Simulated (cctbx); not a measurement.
## Interatomic vectors of In3Bi2PPd3

Space group P-62m (no. 189), a = 7.4500 Å, b = 7.4500 Å, c = 4.1480 Å, α = 90.00°, β = 90.00°, γ = 120.00°, content Bi2 In3 Pd3 P1.

Simulated single-crystal data (cctbx): Ag Kα, λ = 0.56087 Å, to d = 0.84 Å, 70 % of the full sphere, strongest reflection 20000 counts, noise from counting, a 2 % proportional error and a noise floor of 4 counts (s.d.); no absorption.

Patterson synthesis, origin scaled to 1000:

```text
Patterson group P 6/m m m
      u       v       w   height  length (A)
  0.000   0.000   0.000   1000.0     0.00
  0.333   0.667   0.000    297.0     4.30
  0.000   0.308   0.500    213.9     3.09
  0.083   0.361   0.500    185.0     3.20
  0.039   0.389   0.000    142.7     2.76
  0.333   0.667   0.500     62.6     4.78
  0.000   0.500   0.080      0.6     3.74
  0.090   0.179   0.097     -2.8     1.23
  0.000   0.085   0.265     -3.4     1.27
  0.167   0.334   0.000     -3.8     2.15
  0.000   0.000   0.296     -3.9     1.23
  0.000   0.270   0.213     -8.0     2.20
  0.000   0.369   0.268     -8.7     2.97
  0.000   0.117   0.500     -8.9     2.25
```

**Question.** Which atom pairs make the peaks, and where is the heaviest atom?

A peak at u stands for all pairs with xi − xj = u, with weight Σ ZiZj against Σ Z² = 27554 at the origin. Peak heights follow these weights only roughly, since form factors, motion and series ripples differ, all vectors within 0.55 Å of a peak are counted as merged into it though the farther ones add only part of their weight, and F(000) is left out, which lowers the whole map:

| u | v | w | shortest length (Å) | height | 1000 ΣZiZj/ΣZ² | pairs in the cell |
| --- | --- | --- | --- | --- | --- | --- |
| 0.333 | 0.667 | 0.000 | 4.30 | 297 | 250 | 1 × Bi–Bi |
| 0.000 | 0.308 | 0.500 | 3.09 | 214 | 402 | 2 × Bi–In, 1 × In–Pd, 1 × Pd–P |
| 0.083 | 0.361 | 0.500 | 3.20 | 185 | 311 | 2 × In–Pd, 1 × Bi–In |
| 0.039 | 0.389 | 0.000 | 2.76 | 143 | 165 | 1 × Bi–Pd, 1 × In–P |
| 0.333 | 0.667 | 0.500 | 4.77 | 63 | 90 | 2 × Bi–P |

The table stops at ten peaks or at a height of 45, below which ripples compete. In the model behind the data Bi, the heaviest element, has 1 independent site: (1/3, 2/3, 0), up to an allowed shift of origin; the Bi–Bi vectors are differences of these positions and their symmetry mates. The whole model:

| atom | mult. | x | y | z | Ueq (Å²) |
| --- | --- | --- | --- | --- | --- |
| Bi1 | 2 | 1/3 | 2/3 | 0 | 0.0202 |
| In1 | 3 | 0 | 0.6062 | 1/2 | 0.0239 |
| Pd1 | 3 | 0 | 0.2714 | 0 | 0.0216 |
| P1 | 1 | 0 | 0 | 1/2 | 0.0353 |

The model was made for the exercise: a known structure type with other elements put in, its volume estimated, not relaxed; displacement parameters are assumed.

[Logs are printed without paths, hosts, clocks, repeated set-up lines and the standing remarks that a program may print on its own settings, such as how far it seeks lower states.]
